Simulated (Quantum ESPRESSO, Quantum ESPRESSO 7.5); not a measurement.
# Ge(111), F on both faces, 5 bilayers against a metal electrode, stepped through the charge of the slab

What law, if any, do the results for Ge(111), F on both faces, 5 bilayers against a metal electrode follow against the charge of the slab?

Program: Quantum ESPRESSO 7.5. Level of theory: plane-wave DFT, PBE, GBRV ultrasoft pseudopotentials. Results are calculated unless marked as measured.

### Step 1. Starting point

It takes space group Fd-3m (No. 227, cubic). The conventional cell has a = 5.760 Å, b = 5.760 Å, c = 5.760 Å, α = 90.00°, β = 90.00°, γ = 90.00°. Ge has 4 Ge at 2.49 Å nearest.

Set-up: The slab is relaxed neutral, then held. ESM with bc3: vacuum below and a metal electrode about 6 Å above the top atoms. Fermi-Dirac smearing of 0.004 Ry and a dense mesh. Charges are set per cell from the starting area. The slabs take the lattice constants of the bulk relaxed by the same program.

Members 2, 3, 4.5, 6, 7 and 8 took the same steps and show in the table alone.

### Step 2. Variable-cell relaxation of the reference

The bulk crystal is relaxed in cell and atoms; the members are built on its lattice constants.

The input, ref.vc.in:

```
&control
  prefix = 'ref.vc'
  outdir = './out'
  pseudo_dir = './pseudo'
  nstep = 40
  forc_conv_thr = 0.0003
  calculation = 'vc-relax'
/
&system
  ibrav = 0
  nat = 6
  ntyp = 1
  ecutwfc = 50
  ecutrho = 250
  occupations = 'smearing'
  smearing = 'fd'
  degauss = 0.002
/
&electrons
  conv_thr = 1e-09
  mixing_beta = 0.4
  electron_maxstep = 120
/
&ions
/
&cell
  press_conv_thr = 0.3
/
ATOMIC_SPECIES
  Ge  72.6300  ge_pbe_v1.4.uspp.F.UPF
CELL_PARAMETERS angstrom
  4.07293505963451 0.00000000000000 0.00000000000000
  -2.03646752981726 3.52726522960778 0.00000000000000
  0.00000000000000 0.00000000000000 9.97661265159673
ATOMIC_POSITIONS crystal
  Ge  0.000000000000 0.000000000000 0.000000000000
  Ge  0.333333333333 0.666666666667 0.083333333333
  Ge  0.333333333333 0.666666666667 0.333333333333
  Ge  0.666666666667 0.333333333333 0.416666666667
  Ge  0.666666666667 0.333333333333 0.666666666667
  Ge  0.000000000000 0.000000000000 0.750000000000
K_POINTS automatic
  6 6 3 0 0 0
```

The run is started by

```
$ OMP_NUM_THREADS=1 mpirun -n 4 pw.x -nk 4 -in ref.vc.in > ref.vc.out
```

The program printed:

```text
Program PWSCF v.7.5 starts
[citation notice left out]

     Parallel version (MPI & OpenMP), running on       4 processor cores
     Number of MPI processes:                 4
     Threads/MPI process:                     1

     MPI processes distributed on     1 nodes
[...]
Current dimensions of program PWSCF are:
     Max number of different atomic species (ntypx) = 10
     Max number of k-points (npk) =  40000
     Max angular momentum in pseudopotentials (lmaxx) =  4
     Found identity + (  0.3333 -0.3333  0.3333) symmetry
     This is a supercell, fractional translations are disabled
     Message from routine setup:
     using ibrav=0 with symmetry is DISCOURAGED, use correct ibrav instead

     K-points division:     npool     =       4
     Subspace diagonalization in iterative solution of the eigenvalue problem:
     a serial algorithm will be used

     G-vector sticks info
     --------------------
     sticks:   dense  smooth     PW     G-vecs:    dense   smooth      PW
     Sum        1027     823    241                64673    46279    7269

     Using Slab Decomposition

     bravais-lattice index     =            0
     lattice parameter (alat)  =       7.6967  a.u.
     unit-cell volume          =     967.2201 (a.u.)^3
     number of atoms/cell      =            6
     number of atomic types    =            1
     number of electrons       =        84.00
     number of Kohn-Sham states=           50
     kinetic-energy cutoff     =      50.0000  Ry
     charge density cutoff     =     250.0000  Ry
     scf convergence threshold =      1.0E-09
     mixing beta               =       0.4000
     number of iterations used =            8  plain     mixing
     energy convergence thresh.=      1.0E-04
     force convergence thresh. =      3.0E-04
     press convergence thresh. =      3.0E-01
     Exchange-correlation=  SLA  PW   PBX  PBC
                           (   1   4   3   4   0   0   0)
     nstep                     =           40

     celldm(1)=   7.696732  celldm(2)=   0.000000  celldm(3)=   0.000000
     celldm(4)=   0.000000  celldm(5)=   0.000000  celldm(6)=   0.000000

     crystal axes: (cart. coord. in units of alat)
               a(1) = (   1.000000   0.000000   0.000000 )
               a(2) = (  -0.500000   0.866025   0.000000 )
               a(3) = (   0.000000   0.000000   2.449490 )

     reciprocal axes: (cart. coord. in units 2 pi/alat)
               b(1) = (  1.000000  0.577350 -0.000000 )
               b(2) = (  0.000000  1.154701  0.000000 )
               b(3) = (  0.000000 -0.000000  0.408248 )

     PseudoPot. # 1 for Ge read from file:
     ./pseudo/ge_pbe_v1.4.uspp.F.UPF
     Pseudo is Ultrasoft + core correction, Zval = 14.0
     Generated by new atomic code, or converted to UPF format
     Using radial grid of  873 points,  6 beta functions with:
                l(1) =   0
                l(2) =   0
                l(3) =   1
                l(4) =   1
                l(5) =   2
                l(6) =   2
     Q(r) pseudized with  8 coefficients,  rinner =    1.400   1.400   1.400
                                                       1.400   1.400

     atomic species   valence    mass     pseudopotential
     Ge               14.00    72.63000     Ge( 1.00)

      6 Sym. Ops. (no inversion) found

   Cartesian axes

     site n.     atom                  positions (alat units)
         1        Ge     tau(   1) = (   0.0000000   0.0000000   0.0000000  )
         2        Ge     tau(   2) = (  -0.0000000   0.5773503   0.2041241  )
         3        Ge     tau(   3) = (  -0.0000000   0.5773503   0.8164966  )
         4        Ge     tau(   4) = (   0.5000000   0.2886751   1.0206207  )
         5        Ge     tau(   5) = (   0.5000000   0.2886751   1.6329932  )
         6        Ge     tau(   6) = (   0.0000000   0.0000000   1.8371173  )

     number of k points=    17  Fermi-Dirac smearing, width (Ry)=  0.0020
                       cart. coord. in units 2pi/alat
        k(    1) = (   0.0000000   0.0000000   0.0000000), wk =   0.0185185
        k(    2) = (   0.0000000   0.0000000   0.1360828), wk =   0.0370370
        k(    3) = (   0.0000000   0.1924501   0.0000000), wk =   0.1111111
        k(    4) = (   0.0000000   0.1924501   0.1360828), wk =   0.1111111
        k(    5) = (   0.0000000   0.3849002   0.0000000), wk =   0.1111111
        k(    6) = (   0.0000000   0.3849002   0.1360828), wk =   0.1111111
        k(    7) = (   0.0000000  -0.5773503   0.0000000), wk =   0.0555556
        k(    8) = (   0.0000000  -0.5773503   0.1360828), wk =   0.1111111
        k(    9) = (   0.1666667   0.2886751   0.0000000), wk =   0.1111111
        k(   10) = (   0.1666667   0.2886751   0.1360828), wk =   0.2222222
[...]
k(   17) = (  -0.1666667  -0.4811252   0.1360828), wk =   0.2222222

     Dense  grid:    64673 G-vectors     FFT dimensions: (  40,  40,  96)

     Smooth grid:    46279 G-vectors     FFT dimensions: (  36,  36,  90)

     Estimated max dynamical RAM per process >     126.14 MB

     Estimated total dynamical RAM >     457.20 MB

     Initial potential from superposition of free atoms

     starting charge      83.9948, renormalised to      84.0000
     Starting wfcs are   54 randomized atomic wfcs

     total cpu time spent up to now is        1.2 secs

     per-process dynamical memory:    68.5 Mb

     Self-consistent Calculation

     iteration #  1     ecut=    50.00 Ry     beta= 0.40
     Davidson diagonalization with overlap
     ethr =  1.00E-02,  avg # of iterations =  2.9

     Threshold (ethr) on eigenvalues was too large:
     Diagonalizing with lowered threshold

     Davidson diagonalization with overlap
     ethr =  1.06E-04,  avg # of iterations =  4.8

     total cpu time spent up to now is        5.8 secs

     total energy              =   -1281.90375685 Ry
     estimated scf accuracy    <       0.09526481 Ry

     iteration #  2     ecut=    50.00 Ry     beta= 0.40
[...]
total energy              =   -1281.90023279 Ry
     estimated scf accuracy    <       0.02975192 Ry

     iteration #  3     ecut=    50.00 Ry     beta= 0.40
[...]
total energy              =   -1281.90141216 Ry
     estimated scf accuracy    <       0.00026034 Ry

     iteration #  4     ecut=    50.00 Ry     beta= 0.40
[...]
total energy              =   -1281.90148374 Ry
     estimated scf accuracy    <       0.00002197 Ry

[...]
NEW-OLD atomic charge density approx. for the potential
     New effective cutoffs (rho, wfc):  250.50   50.13

     total cpu time spent up to now is       60.9 secs

     per-process dynamical memory:    91.4 Mb

[...]
!    total energy              =   -1281.90153126 Ry
[...]
Total force =     0.001392     Total SCF correction =     0.000006
[...]
number of bfgs steps    =   3
[...]
new trust radius        =       0.0066390640 bohr
[...]
!    total energy              =   -1281.90154950 Ry
[...]
Total force =     0.000677     Total SCF correction =     0.000006
[...]
number of bfgs steps    =   4
[...]
new trust radius        =       0.0094268513 bohr
[...]
!    total energy              =   -1281.90155833 Ry
[...]
Total force =     0.000565     Total SCF correction =     0.000010
[...]
number of bfgs steps    =   5
[...]
new trust radius        =       0.0013434345 bohr
[...]
!    total energy              =   -1281.90155905 Ry
[...]
Total force =     0.000183     Total SCF correction =     0.000020
[...]
number of bfgs steps    =   6
[...]
new trust radius        =       0.0005880408 bohr
[...]
Self-consistent Calculation

     iteration #  1     ecut=    50.00 Ry     beta= 0.40
     Davidson diagonalization with overlap
     ethr =  1.00E-06,  avg # of iterations =  2.0

     Threshold (ethr) on eigenvalues was too large:
     Diagonalizing with lowered threshold

     Davidson diagonalization with overlap
     ethr =  7.99E-11,  avg # of iterations =  4.0

     total cpu time spent up to now is      146.6 secs

     total energy              =   -1281.90155939 Ry
     estimated scf accuracy    <          6.4E-09 Ry

[...]
iteration #  5     ecut=    50.00 Ry     beta= 0.40
[...]
End of self-consistent calculation

          k = 0.0000 0.0000 0.0000 (  5761 PWs)   bands (ev):

   -16.9642 -16.9642 -16.9641 -16.9641 -16.9501 -16.9448 -16.9448 -16.9359
   -16.9359 -16.9152 -16.9152 -16.8827 -16.8827 -16.8827 -16.8827 -16.7604
   -16.7604 -16.7603 -16.7603 -16.7467 -16.7467 -16.7313 -16.7313 -16.7305
   -16.7223 -16.7223 -16.7001 -16.7001 -16.7001 -16.7001  -4.5910  -3.3807
    -3.3807   1.8690   1.8690   6.6601   6.6601   6.6601   6.6601   7.3399
     7.7628   7.7628   7.8340   7.9699   7.9699  10.3049  10.3049  10.3312
    11.4865  11.4865

          k = 0.0000 0.0000 0.1366 (  5766 PWs)   bands (ev):

   -16.9660 -16.9660 -16.9592 -16.9592 -16.9509 -16.9509 -16.9480 -16.9425
   -16.9314 -16.9068 -16.9068 -16.8929 -16.8929 -16.8781 -16.8781 -16.7633
   -16.7633 -16.7527 -16.7527 -16.7518 -16.7410 -16.7410 -16.7393 -16.7330
   -16.7139 -16.7139 -16.7053 -16.7053 -16.6980 -16.6980  -4.4468  -4.0255
    -2.7329   0.6414   3.6397   5.6385   6.4581   6.4581   7.0400   7.0400
     7.5055   7.5055   7.7710   8.3219   8.5548  10.6517  10.6517  10.9723
    11.2319  11.2319

          k =-0.0000 0.1921-0.0000 (  5783 PWs)   bands (ev):

   -16.9764 -16.9751 -16.9718 -16.9652 -16.9603 -16.9526 -16.9436 -16.9299
   -16.9181 -16.9044 -16.8974 -16.8821 -16.8772 -16.8630 -16.8565 -16.8007
   -16.7821 -16.7648 -16.7601 -16.7559 -16.7553 -16.7410 -16.7398 -16.7303
   -16.7141 -16.7068 -16.7001 -16.6924 -16.6900 -16.6882  -4.3071  -3.1100
    -3.0955   1.7109   1.7285   4.7461   4.8235   5.2840   5.8923   6.6095
     7.0840   7.2349   9.0370   9.3972   9.4304  10.4169  11.0828  11.2272
    11.6082  11.8923

          k =-0.0000 0.1921 0.1366 (  5805 PWs)   bands (ev):

   -16.9812 -16.9720 -16.9666 -16.9597 -16.9595 -16.9587 -16.9455 -16.9416
   -16.9105 -16.8994 -16.8934 -16.8899 -16.8700 -16.8663 -16.8598 -16.7929
   -16.7820 -16.7793 -16.7637 -16.7555 -16.7480 -16.7466 -16.7322 -16.7247
   -16.7118 -16.7090 -16.7029 -16.6985 -16.6899 -16.6842  -4.1665  -3.7407
    -2.4522   0.6075   3.1998   4.1831   4.5980   5.9690   6.1217   6.1651
     6.7361   7.3612   8.8190   9.2729   9.4477  10.4100  10.8770  11.1034
    11.6109  12.2152

          k =-0.0000 0.3842-0.0000 (  5795 PWs)   bands (ev):

   -16.9862 -16.9799 -16.9747 -16.9738 -16.9722 -16.9624 -16.9343 -16.9234
   -16.9049 -16.8875 -16.8718 -16.8678 -16.8555 -16.8518 -16.8497 -16.8095
   -16.7909 -16.7851 -16.7845 -16.7829 -16.7647 -16.7528 -16.7428 -16.7356
   -16.7029 -16.6938 -16.6892 -16.6862 -16.6842 -16.6801  -3.4985  -2.4523
    -2.2477   0.6801   0.7840   2.3025   4.1022   4.7144   5.1489   6.0189
     6.1103   6.2625   8.7577   9.2765   9.4868   9.8065  10.8975  12.2993
    12.3055  12.7536

          k =-0.0000 0.3842 0.1366 (  5766 PWs)   bands (ev):

   -16.9922 -16.9761 -16.9714 -16.9685 -16.9683 -16.9648 -16.9415 -16.9347
   -16.8977 -16.8845 -16.8831 -16.8653 -16.8398 -16.8383 -16.8342 -16.8255
   -16.8227 -16.8050 -16.7689 -16.7672 -16.7607 -16.7599 -16.7435 -16.7224
   -16.6995 -16.6982 -16.6954 -16.6951 -16.6841 -16.6724  -3.3942  -2.9011
    -1.7683   0.1050   1.6421   1.8257   3.6167   5.3163   5.3632   5.5922
     6.6767   6.7195   8.0543   8.5087   9.1902   9.7388  11.5080  11.5143
    13.3567  13.8856

[...]
the Fermi energy is     7.7648 ev

!    total energy              =   -1281.90155939 Ry
     estimated scf accuracy    <          3.2E-12 Ry
     smearing contrib. (-TS)   =      -0.00011237 Ry
     internal energy E=F+TS    =   -1281.90144702 Ry

     The total energy is F=E-TS. E is the sum of the following terms:
     one-electron contribution =    -852.28236460 Ry
     hartree contribution      =     502.21009058 Ry
     xc contribution           =    -349.74173690 Ry
     ewald contribution        =    -582.08743610 Ry

     convergence has been achieved in   5 iterations

     Forces acting on atoms (cartesian axes, Ry/au):

     atom    1 type  1   force =     0.00000000   -0.00000000    0.00002239
     atom    2 type  1   force =    -0.00000000    0.00000000   -0.00002286
     atom    3 type  1   force =     0.00000000    0.00000000    0.00002635
     atom    4 type  1   force =    -0.00000000   -0.00000000   -0.00002186
     atom    5 type  1   force =     0.00000000    0.00000000    0.00002357
     atom    6 type  1   force =    -0.00000000   -0.00000000   -0.00002758

     Total force =     0.000059     Total SCF correction =     0.000006

     Computing stress (Cartesian axis) and pressure

          total   stress  (Ry/bohr**3)                   (kbar)     P=        0.11
   0.00000088   0.00000000  -0.00000000            0.13        0.00       -0.00
   0.00000000   0.00000088  -0.00000000            0.00        0.13       -0.00
  -0.00000000  -0.00000000   0.00000047           -0.00       -0.00        0.07

     Energy error            =      3.5E-07 Ry
     Gradient error          =      2.8E-05 Ry/Bohr
     Cell gradient error     =      1.3E-01 kbar

     bfgs converged in   8 scf cycles and   7 bfgs steps
     (criteria: energy <  1.0E-04 Ry, force <  3.0E-04 Ry/Bohr, cell <  3.0E-01 kbar)

     End of BFGS Geometry Optimization

     Final enthalpy           =   -1281.9015593938 Ry

     File ./out/ref.vc.bfgs deleted, as requested
Begin final coordinates
     new unit-cell volume =    966.76401 a.u.^3 (   143.25965 Ang^3 )
     density =      5.05118 g/cm^3

CELL_PARAMETERS (angstrom)
   4.079981141   0.000000000  -0.000000000
  -2.039990570   3.533367315  -0.000000000
   0.000000000   0.000000000   9.937495180

ATOMIC_POSITIONS (crystal)
Ge               0.0000000000        0.0000000000        0.0004652804
Ge               0.3333333333        0.6666666667        0.0828677005
Ge               0.3333333333        0.6666666667        0.3337974804
Ge               0.6666666667        0.333
```

Elapsed: 3.2 min, on 4 MPI ranks of Arm Neoverse V2, shared host; peak memory 0.61 GiB; 13 min of CPU time.

Relaxation path:

```csv
step,energy less that of the first step (eV),largest force (eV/Å),volume (Å³)
1,0.0000,0.0261,143.33
2,-0.0002,0.0217,143.30
3,-0.0004,0.0197,143.27
4,-0.0006,0.0148,143.23
5,-0.0008,0.0072,143.21
6,-0.0010,0.0060,143.20
7,-0.0010,0.0021,143.22
8,-0.0010,0.0007,143.26
9,-0.0009,0.0007,143.26
```

```csv
cell as run,before,after,change
a (Å),4.073,4.080,+0.2 %
b (Å),4.073,4.080,+0.2 %
c (Å),9.977,9.937,-0.4 %
volume (Å³/atom),23.89,23.88,-0.0 %
```

 The last row is no step: it is a fresh SCF in the final cell with a new plane-wave basis, +0 meV from the row before.

Numbers from this step:

| Property | Result |
| --- | --- |
| free energy | -17441.1591 eV |
| energy at zero smearing | -17441.1584 eV |
| Fermi energy | 7.765 eV |

(Continued in part 2 of 4.)

[Logs are printed without paths, hosts, clocks, repeated set-up lines and the standing remarks that a program may print on its own settings, such as how far it seeks lower states.]

[Hosts, paths, dates, database ids (printed as entryN), source tags and the programs' standing remarks are cut or masked in the printed files.]

[Maps of the electrostatic potential energy from Ansatz leave out the sawtooth potential of an applied field or a dipole correction, so their vacuum need not be flat; planar profiles and work functions include it.]
